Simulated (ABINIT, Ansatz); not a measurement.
## TiO2 (P-3m1): modes at Γ and the response to a field

Which modes does TiO2 (P-3m1) have at the zone centre?

Program: ABINIT 10.8.3. Level of theory: DFT LDA, scalar-relativistic, plane waves, PseudoDojo norm-conserving pseudopotentials. Results are calculated unless marked as measured.

The structure was built from a prototype and need not be the compound's stable phase.

### Step 1. Set-up

It takes space group P-3m1 (No. 164, trigonal). The conventional cell has a = 2.936 Å, b = 2.936 Å, c = 4.499 Å, α = 90.00°, β = 90.00°, γ = 120.00°. Ti has 6 O at 1.94 Å nearest. O has 3 Ti at 1.94 Å nearest. Farther neighbours and most contacts between anions are not listed.

### Step 2. Relaxing the cell and atoms

The harmonic expansion needs vanishing forces, and a free crystal bears no stress, so cell and atoms are brought to rest. Stress is more sensitive to the basis than forces are: the last 3 Ha under the cutoff are smoothed with ecutsm, and the cutoff is raised above that of the later runs.

The starting cell comes from a relaxation made beforehand in Ansatz (LDA, PseudoDojo NC).

File relax.abi:

```
# relaxation
ionmov 2
optcell 2
dilatmx 1.08
ntime 40
tolmxf 1.0d-05
tolvrs 1.0d-14
prtwf 0
prtden 0
chksymtnons 0

# basis, mesh and filling
ecut 47.0
ecutsm 3.0
ngkpt 9 9 4
nshiftk 1
shiftk 0.0 0.0 0.0
istwfk *1
occopt 1
nband 12
nstep 100
diemac 9.0
prtebands 0
prtgsr 0
useylm 1

# cell and atoms
acell 3*1.0 Angstrom
rprim 
    2.935903504 -2.9152e-06 0.0
    -1.467949227 2.542568475 0.0
    0.0 0.0 4.499371297
ntypat 2
znucl 22 8
natom 3
typat 1 2 2
xred 
    0.0 0.0 0.0
    1/3 2/3 0.2110081338
    2/3 1/3 0.7889918662
pp_dirpath "./pseudo"
pseudos "Ti.upf, O.upf"
```

Command:

```
> OMP_NUM_THREADS=1 mpirun -n 4 abinit relax.abi > relax.log
```

Numbers of over 12 decimals in the logs are rounded to 6 here.

relax.abo, the main output file:

```text
[banners, grids, parts of the stress and lines that vanish by symmetry left out]
- input  file    -> relax.abi
- output file    -> relax.abo
- root for input  files -> relaxi
[...]
Symmetries : space group P-3 m 1 (#164); Bravais hP (primitive hexag.)
[...]
mpw =        4422          nfft =       96000          nkpt =          43
[...]
== DATASET  1 ==================================================================
[...]
cutoff_energies: {ecut:  47.0, pawecutdg:  -1.0, }
[...]
ETOT  1  -92.122259238105    -9.212E+01 2.105E-01 1.824E+03
 ETOT  2  -89.601199953167     2.521E+00 8.827E-02 2.188E+04
 ETOT  3  -92.486898471826    -2.886E+00 1.073E-01 2.414E+02
 ETOT  4  -92.505000601514    -1.810E-02 7.337E-02 2.089E+02
 ETOT  5  -92.525954032236    -2.095E-02 3.215E-02 4.154E+01
[...]
At SCF step   24       vres2   =  8.11E-15 < tolvrs=  1.00E-14 =>converged.
[...]
sigma(1 1)=  5.26192013E-07  sigma(3 2)=  0.00000000E+00
  sigma(2 2)=  5.26193259E-07  sigma(3 1)=  0.00000000E+00
  sigma(3 3)=  4.50941272E-07  sigma(2 1)= -1.82599018E-12
[...]
convergence: {deltae:  1.350E-12, res2:  8.109E-15, residm:  8.626E-14, diffor: null, }
etotal    :  -9.25312311E+01
[...]
ETOT  1  -92.531230996249    -9.253E+01 3.477E-09 2.761E-03
[...]
At SCF step   16       vres2   =  7.47E-15 < tolvrs=  1.00E-14 =>converged.
[...]
sigma(1 1)=  1.05481602E-07  sigma(3 2)=  0.00000000E+00
  sigma(2 2)=  1.05482848E-07  sigma(3 1)=  0.00000000E+00
  sigma(3 3)=  2.06350625E-07  sigma(2 1)= -1.82609313E-12
[...]
convergence: {deltae: -8.953E-13, res2:  7.466E-15, residm:  2.116E-18, diffor: null, }
etotal    :  -9.25312311E+01
[...]
ETOT  1  -92.531231105204    -9.253E+01 2.234E-07 3.030E-04
[...]
At SCF step   15       vres2   =  4.00E-16 < tolvrs=  1.00E-14 =>converged.
[...]
sigma(1 1)= -3.80756476E-08  sigma(3 2)=  0.00000000E+00
  sigma(2 2)= -3.80744016E-08  sigma(3 1)=  0.00000000E+00
  sigma(3 3)=  1.31620721E-07  sigma(2 1)= -1.82615372E-12
[...]
convergence: {deltae: -3.297E-12, res2:  3.995E-16, residm:  6.799E-19, diffor: null, }
etotal    :  -9.25312311E+01
[...]
ETOT  1  -92.531231093482    -9.253E+01 4.023E-10 4.310E-04
[...]
At SCF step   15       vres2   =  2.02E-15 < tolvrs=  1.00E-14 =>converged.
[...]
sigma(1 1)= -2.07068488E-07  sigma(3 2)=  0.00000000E+00
  sigma(2 2)= -2.07067242E-07  sigma(3 1)=  0.00000000E+00
  sigma(3 3)=  5.58712381E-08  sigma(2 1)= -1.82627186E-12
[...]
convergence: {deltae:  3.695E-12, res2:  2.019E-15, residm:  2.285E-18, diffor: null, }
etotal    :  -9.25312311E+01
[...]
ETOT  1  -92.531231023366    -9.253E+01 3.004E-08 9.484E-04
[...]
sigma(1 1)= -4.07843276E-07  sigma(3 2)=  0.00000000E+00
  sigma(2 2)= -4.07842030E-07  sigma(3 1)=  0.00000000E+00
[...]
convergence: {deltae: -1.421E-13, res2:  6.006E-15, residm:  2.069E-20, diffor: null, }
etotal    :  -9.25312311E+01
[...]
ETOT  1  -92.531230918275    -9.253E+01 1.392E-09 1.478E-03
[...]
convergence: {deltae: -6.963E-13, res2:  8.651E-17, residm:  3.564E-19, diffor: null, }
etotal    :  -9.25312311E+01
[...]
ETOT  1  -92.531230923416    -9.253E+01 4.062E-06 1.855E-03
[...]
convergence: {deltae:  1.350E-12, res2:  2.619E-15, residm:  5.875E-18, diffor: null, }
etotal    :  -9.25312311E+01
[...]
ETOT  1  -92.531231077338    -9.253E+01 2.074E-10 8.556E-04
[...]
convergence: {deltae: -4.121E-13, res2:  2.416E-15, residm:  2.559E-18, diffor: null, }
etotal    :  -9.25312311E+01
[...]
ETOT  1  -92.531231128118    -9.253E+01 1.064E-11 1.073E-04
[...]
At SCF step   14       vres2   =  9.93E-15 < tolvrs=  1.00E-14 =>converged.
[...]
sigma(2 2)=  9.74495275E-09  sigma(3 1)=  0.00000000E+00
  sigma(3 3)=  1.03108792E-07  sigma(2 1)= -1.82729260E-12
[...]
convergence: {deltae:  2.601E-12, res2:  9.932E-15, residm:  8.873E-19, diffor: null, }
etotal    :  -9.25312311E+01
[...]
ETOT  1  -92.531231132721    -9.253E+01 1.214E-11 2.895E-06
[...]
ETOT 10  -92.531231133163    -2.842E-14 1.329E-17 1.183E-13
 ETOT 11  -92.531231133163     2.984E-13 7.500E-18 3.503E-15
 At SCF step   11       vres2   =  3.50E-15 < tolvrs=  1.00E-14 =>converged.
[...]
sigma(1 1)=  4.08682452E-08  sigma(3 2)=  0.00000000E+00
  sigma(2 2)=  4.08694919E-08  sigma(3 1)=  0.00000000E+00
  sigma(3 3)=  5.99274633E-08  sigma(2 1)= -1.82728692E-12
[...]
convergence: {deltae:  2.984E-13, res2:  3.503E-15, residm:  7.500E-18, diffor: null, }
etotal    :  -9.25312311E+01
[...]
At Broyd/MD step  10, gradients are converged :
[...]
sigma(1 1)=  4.08682452E-08  sigma(3 2)=  0.00000000E+00
  sigma(2 2)=  4.08694919E-08  sigma(3 1)=  0.00000000E+00
  sigma(3 3)=  5.99274633E-08  sigma(2 1)= -1.82728692E-12
[...]
- sigma(1 1)=  1.20238529E-03  sigma(3 2)=  0.00000000E+00
- sigma(2 2)=  1.20242197E-03  sigma(3 1)=  0.00000000E+00
- sigma(3 3)=  1.76312684E-03  sigma(2 1)= -5.37606373E-08
[...]
fcart      4.7485738528E-33  4.7822978229E-27 -0.0000000000E+00
           strten      4.0868245189E-08  4.0869491938E-08  5.9927463304E-08
================================================================================

[key lines of the parts left out:]
pressure_GPa:  -1.3893E-03
Total energy (etotal) [Ha]= -9.25312311331627E+01
```

It took 3.9 min on 4 MPI ranks of Intel Xeon Platinum 8488C (Sapphire Rapids), shared host; 15 min of CPU time.

Little changed from the start: no atom moved by 0.005 Å and no cell edge by 0.1 %.

Read from the output:

```
volume per atom : 11.19 Å³
pressure        : -0.001389 GPa
```

### Step 3. Ground state

The response is built on these wavefunctions, so the potential is converged far more tightly than an energy would need. The mesh is shifted off Γ, since shifted meshes converge sums over the zone faster.

File gs.abi:

```
# ground state
tolvrs 1.0d-16
prtden 1
prtwf 1

# basis, mesh and filling
ecut 38.0
ngkpt 9 9 4
nshiftk 1
shiftk 0.0 0.0 0.5
istwfk *1
occopt 1
nband 12
nstep 100
diemac 9.0
prtebands 0
prtgsr 0
useylm 1

# cell and atoms
acell 3*1.0 Angstrom
rprim 
    2.935835574 -2.9153e-06 0.0
    -1.467915262 2.542509646 0.0
    0.0 0.0 4.497898741
ntypat 2
znucl 22 8
natom 3
typat 1 2 2
xred 
    0.0 0.0 0.0
    1/3 2/3 0.2110800915
    2/3 1/3 0.7889199085
pp_dirpath "./pseudo"
pseudos "Ti.upf, O.upf"
```

Command:

```
> OMP_NUM_THREADS=1 mpirun -n 4 abinit gs.abi > gs.log
```

gs.abo, the main output file:

```text
[banners, grids, parts of the stress and lines that vanish by symmetry left out]
- input  file    -> gs.abi
- output file    -> gs.abo
- root for input  files -> gsi
[...]
Symmetries : space group P-3 m 1 (#164); Bravais hP (primitive hexag.)
[...]
mpw =        2556          nfft =       49152          nkpt =          38
[...]
== DATASET  1 ==================================================================
[...]
cutoff_energies: {ecut:  38.0, pawecutdg:  -1.0, }
[...]
ETOT  1  -92.132943310644    -9.213E+01 2.476E-01 9.470E+02
 ETOT  2  -89.437448622875     2.695E+00 1.045E-01 1.189E+04
 ETOT  3  -92.484187959082    -3.047E+00 1.221E-01 1.117E+02
 ETOT  4  -92.499597954267    -1.541E-02 2.585E-01 1.158E+02
 ETOT  5  -92.526007295434    -2.641E-02 9.882E-03 2.212E+01
[...]
ETOT 25  -92.530972684736     1.421E-13 2.228E-14 6.285E-16
 ETOT 26  -92.530972684735     3.553E-13 1.363E-14 1.336E-17
 At SCF step   26       vres2   =  1.34E-17 < tolvrs=  1.00E-16 =>converged.
[...]
sigma(1 1)=  1.76272285E-05  sigma(3 2)=  0.00000000E+00
  sigma(2 2)=  1.76272292E-05  sigma(3 1)=  0.00000000E+00
  sigma(3 3)=  1.77659585E-05  sigma(2 1)= -1.39297717E-12
[...]
convergence: {deltae:  3.553E-13, res2:  1.336E-17, residm:  1.363E-14, diffor: null, }
etotal    :  -9.25309727E+01
[...]
sigma(1 1)=  1.76272285E-05  sigma(3 2)=  0.00000000E+00
  sigma(2 2)=  1.76272292E-05  sigma(3 1)=  0.00000000E+00
  sigma(3 3)=  1.77659585E-05  sigma(2 1)= -1.39297717E-12
[...]
- sigma(1 1)=  5.18610969E-01  sigma(3 2)=  0.00000000E+00
- sigma(2 2)=  5.18610989E-01  sigma(3 1)=  0.00000000E+00
- sigma(3 3)=  5.22692545E-01  sigma(2 1)= -4.09828032E-08
[...]
fcart      2.5884308125E-28 -6.4262129523E-27 -0.0000000000E+00
           strten      1.7627228540E-05  1.7627229226E-05  1.7765958498E-05
================================================================================

[key lines of the parts left out:]
pressure_GPa:  -5.1997E-01
```

Run time: 18 s. Hardware: 4 MPI ranks.

Read from the output:

* pressure: -0.5200 GPa

The cell stands at -0.52 GPa: the relaxation ran with a smoothed and higher cutoff and on another k mesh.

### Step 4. The gap at rest

Empty bands on the ground state's density check that the gap assumed so far is there in this cell.

File gap.abi:

```
# empty bands on the ground state's density
iscf -2
getden_filepath "gso_DEN"
tolwfr 1.0d-12
nbdbuf 2
prtwf 0

# basis, mesh and filling
ecut 38.0
ngkpt 9 9 4
nshiftk 1
shiftk 0.0 0.0 0.0
istwfk *1
occopt 1
nband 16
nstep 100
diemac 9.0
prtebands 0
prtgsr 0
useylm 1

# cell and atoms
acell 3*1.0 Angstrom
rprim 
    2.935835574 -2.9153e-06 0.0
    -1.467915262 2.542509646 0.0
    0.0 0.0 4.497898741
ntypat 2
znucl 22 8
natom 3
typat 1 2 2
xred 
    0.0 0.0 0.0
    1/3 2/3 0.2110800915
    2/3 1/3 0.7889199085
pp_dirpath "./pseudo"
pseudos "Ti.upf, O.upf"
```

Command:

```
> OMP_NUM_THREADS=1 mpirun -n 4 abinit gap.abi > gap.log
```

gap.abo, the main output file:

```text
[banners, grids, parts of the stress and lines that vanish by symmetry left out]
- input  file    -> gap.abi
- output file    -> gap.abo
- root for input  files -> gapi
[...]
Symmetries : space group P-3 m 1 (#164); Bravais hP (primitive hexag.)
[...]
mpw =        2556          nfft =       49152          nkpt =          43
[...]
== DATASET  1 ==================================================================
[...]
cutoff_energies: {ecut:  38.0, pawecutdg:  -1.0, }
[...]
-outvars: echo values of variables after computation
            acell      1.8897261259E+00  1.8897261259E+00  1.8897261259E+00 Bohr
================================================================================
```

Wall time 13 s (4 MPI ranks).

Read from the output:

* gap on the k-mesh: 2.604 eV

In this cell the gap on the mesh is 2.6 eV, indirect (smallest direct 2.8 eV), so fixed occupations hold.

### Step 5. Zone-centre response

The derivative of the wavefunctions by k comes first, since the response to a field is built on it; then the field and the displacements that symmetry doesn't supply are solved at q = 0.

It reads the wavefunctions written in step 3.

File dfpt_gamma.abi:

```
ndtset 2

# common to the responses
getwfk_filepath "gso_WFK"
kptopt 2
nqpt 1
qpt 0.0 0.0 0.0
asr 0
chneut 0

# d/dk
rfelfd1 2
rfdir1 1 1 1
iscf1 -3
tolwfr1 1.0d-20

# displacements, field
rfphon2 1
rfatpol2 1 3
rfdir2 1 1 1
rfelfd2 3
getddk2 1
tolvrs2 1.0d-10
prtwf2 0

# basis, mesh and filling
ecut 38.0
ngkpt 9 9 4
nshiftk 1
shiftk 0.0 0.0 0.5
istwfk *1
occopt 1
nband 12
nstep 100
diemac 9.0
prtebands 0
prtgsr 0
useylm 1

# cell and atoms
acell 3*1.0 Angstrom
rprim 
    2.935835574 -2.9153e-06 0.0
    -1.467915262 2.542509646 0.0
    0.0 0.0 4.497898741
ntypat 2
znucl 22 8
natom 3
typat 1 2 2
xred 
    0.0 0.0 0.0
    1/3 2/3 0.2110800915
    2/3 1/3 0.7889199085
pp_dirpath "./pseudo"
pseudos "Ti.upf, O.upf"
```

Command:

```
> OMP_NUM_THREADS=1 mpirun -n 4 abinit dfpt_gamma.abi > dfpt_gamma.log
```

dfpt_gamma.abo, the main output file:

```text
[banners, grids, parts of the stress and lines that vanish by symmetry left out]
- input  file    -> dfpt_gamma.abi
- output file    -> dfpt_gamma.abo
- root for input  files -> dfpt_gammai
[...]
DATASET    1 : space group P-3 m 1 (#164); Bravais hP (primitive hexag.)
[...]
nfft =       49152          nkpt =         162
[...]
DATASET    2 : space group P-3 m 1 (#164); Bravais hP (primitive hexag.)
[...]
nfft =       49152          nkpt =         162
[...]
== DATASET  1 ==================================================================
[...]
cutoff_energies: {ecut:  38.0, pawecutdg:  -1.0, }
[...]
-  8.00000   6.00000  201201                  znucl, zion, pspdat
[...]
Perturbation : derivative vs k along direction   1
[...]
-ETOT  1  -38.044925097338     -3.804E+01 6.477E-01 0.000E+00
 ETOT  2  -39.300357504225     -1.255E+00 2.379E-01 0.000E+00
 ETOT  3  -39.421039365556     -1.207E-01 2.753E-02 0.000E+00
 ETOT  4  -39.438607856930     -1.757E-02 7.214E-03 0.000E+00
 ETOT  5  -39.441649916907     -3.042E-03 1.932E-03 0.000E+00
[...]
At SCF step   38   max residual=  9.99E-21 < tolwfr=  1.00E-20 =>converged.
[...]
Perturbation : derivative vs k along direction   2
[...]
-ETOT  1  -38.042621680606     -3.804E+01 6.477E-01 0.000E+00
[...]
At SCF step   37   max residual=  9.99E-21 < tolwfr=  1.00E-20 =>converged.
[...]
Perturbation : derivative vs k along direction   3
[...]
-ETOT  1  -12.358667663998     -1.236E+01 1.080E-01 0.000E+00
[...]
At SCF step   31   max residual=  9.99E-21 < tolwfr=  1.00E-20 =>converged.
[...]
1        1       1.1949141666   -0.0000000000
     1        2      -0.4139311690   -0.0000000000
     1        3       0.0000000000    0.0000000000
     2        1      -0.4139311690   -0.0000000000
     2        2       0.7169498157    0.0000000000
     2        3       0.0000000000    0.0000000000
     3        1       0.0000000000    0.0000000000
     3        2       0.0000000000    0.0000000000
     3        3       0.5592307659    0.0000000000
[...]
== DATASET  2 ==================================================================
[...]
cutoff_energies: {ecut:  38.0, pawecutdg:  -1.0, }
[...]
Perturbation : displacement of atom   1   along direction   1
[...]
-ETOT  1   10.926038061036     -2.838E+03 1.604E+01 1.705E+03
[...]
At SCF step   19       vres2   =  1.79E-11 < tolvrs=  1.00E-10 =>converged.
[...]
Perturbation : displacement of atom   1   along direction   3
[...]
-ETOT  1   41.896132647620     -7.075E+03 4.079E+01 1.284E+04
[...]
At SCF step   25       vres2   =  1.95E-11 < tolvrs=  1.00E-10 =>converged.
[...]
Perturbation : displacement of atom   2   along direction   1
[...]
-ETOT  1   7.495386     -1.830E+03 1.311E+00 1.403E+03
[...]
At SCF step   22       vres2   =  6.13E-12 < tolvrs=  1.00E-10 =>converged.
[...]
Perturbation : displacement of atom   2   along direction   3
[...]
-ETOT  1   19.324354494246     -4.390E+03 1.877E+00 8.286E+03
[...]
At SCF step   22       vres2   =  4.60E-11 < tolvrs=  1.00E-10 =>converged.
[...]
Perturbation : homogeneous electric field along direction   1
[...]
-ETOT  1  -177.35228253486     -1.774E+02 6.616E+01 3.169E+03
[...]
At SCF step   21       vres2   =  1.68E-11 < tolvrs=  1.00E-10 =>converged.
[...]
Perturbation : homogeneous electric field along direction   3
[...]
-ETOT  1   25.045914265999      2.505E+01 5.413E+00 2.008E+05
[...]
ETOT 22  -19.497707982156     -7.319E-13 9.564E-14 7.911E-10
 ETOT 23  -19.497707982156     -4.974E-14 1.314E-14 3.313E-11
 At SCF step   23       vres2   =  3.31E-11 < tolvrs=  1.00E-10 =>converged.
[...]
Dielectric tensor, in cartesian coordinates,
[...]
1    5   1    5         7.1846131921        -0.0000000000
   1    5   2    5         0.0000000007        -0.0000000000
   1    5   3    5        -0.0000000000        -0.0000000000
   2    5   1    5         0.0000000007        -0.0000000000
   2    5   2    5         7.1846131918        -0.0000000000
   2    5   3    5        -0.0000000000        -0.0000000000
   3    5   1    5        -0.0000000000        -0.0000000000
   3    5   2    5        -0.0000000000        -0.0000000000
   3    5   3    5         2.9790210305        -0.0000000000
  Effective charges, in cartesian coordinates,
[...]
1    1   1    5         6.9869141384         0.0000000000
   2    1   1    5         0.0000000000         0.0000000000
   3    1   1    5         0.0000000000         0.0000000000
   1    2   1    5        -3.4943876182         0.0000000000
   2    2   1    5         0.0000000000         0.0000000000
[...]
Effective charges, in cartesian coordinates,
[...]
2    5   1    3         0.0000000000         0.0000000000
   3    5   1    3         0.0000000000         0.0000000000
   1    5   2    3         0.0000000000         0.0000000000
   2    5   2    3        -3.4943873942         0.0000000000
   3    5   2    3         0.0000000000         0.0000000000
   1    5   3    3         0.0000000000         0.0000000000
   2    5   3    3         0.0000000000         0.0000000000
   3    5   3    3        -1.0045757129         0.0000000000
  Phonon wavevector (reduced coordinates) :  0.00000  0.00000  0.00000
 Phonon energies in Hartree :
[...]
Phonon frequencies in cm-1    :
-  1.741249E+00  1.741249E+00  3.408817E+00  2.064822E+02  2.064822E+02
-  5.177559E+02  5.177559E+02  5.595429E+02  6.069359E+02
  Phonon at Gamma, with non-analyticity in the
[...]
Phonon energies in Hartree :
[...]
Phonon frequencies in cm-1    :
-  1.741249E+00  1.741399E+00  3.408817E+00  2.064822E+02  5.177559E+02
-  5.177559E+02  5.595429E+02  6.069359E+02  7.496627E+02
  Phonon at Gamma, with non-analyticity in the
[...]
Phonon energies in Hartree :
[...]
Phonon frequencies in cm-1    :
-  1.741249E+00  1.741398E+00  3.408817E+00  2.064822E+02  5.177559E+02
-  5.177559E+02  5.595429E+02  6.069359E+02  7.496627E+02
  Phonon at Gamma, with non-analyticity in the
[...]
Phonon energies in Hartree :
[...]
Phonon frequencies in cm-1    :
-  1.741249E+00  1.741249E+00  3.408850E+00  2.064822E+02  2.064822E+02
-  5.177559E+02  5.177559E+02  6.069359E+02  6.454566E+02
[...]
fcart2     0.0000000000E+00  0.0000000000E+00  0.0000000000E+00
           strten2     0.0000000000E+00  0.0000000000E+00  0.0000000000E+00
================================================================================
```

Run time: 8.2 min. Hardware: 4 MPI ranks; 33 min of CPU time.

This step gave:

* miss of the charge sum rule: 0.001861 e
* largest acoustic frequency at the zone centre before the sum rule: 3.41 cm⁻¹
* highest optical zone-centre mode (no LO-TO term): 606.9 cm⁻¹
* lowest optical zone-centre mode: 206.5 cm⁻¹
* mean high-frequency dielectric constant: 5.783
* largest Born charge in size (third of the trace): 5.328 e

Born charge (rows field, columns displacement), before the sum rule (e), principal values of the symmetric part by kind of site:

```
atom  atoms with these values    low  middle   high   mean
 Ti1                        1   2.01    6.99   6.99   5.33
  O2                        2  -3.49   -3.49  -1.00  -2.66
```

In full for O2:

```
-3.49  0.00  0.00
 0.00 -3.49  0.00
 0.00  0.00 -1.00
```

High-frequency dielectric tensor:

```
7.18 0.00 0.00
0.00 7.18 0.00
0.00 0.00 2.98
```

The acoustic modes at Γ come out as far as 3.4 cm⁻¹ from zero, where they should vanish, a small numerical error; the Born charges miss their sum rule by 0.0019 e, which is good.

[end of part 1 of 2]

[Host names and launcher messages were left out of these logs when they were recorded.]

[Logs are printed without paths, hosts, clocks, repeated set-up lines and the standing remarks that a program may print on its own settings, such as how far it seeks lower states.]

[Hosts, paths, dates, database ids (printed as entryN), source tags and the programs' standing remarks are cut or masked in the printed files.]
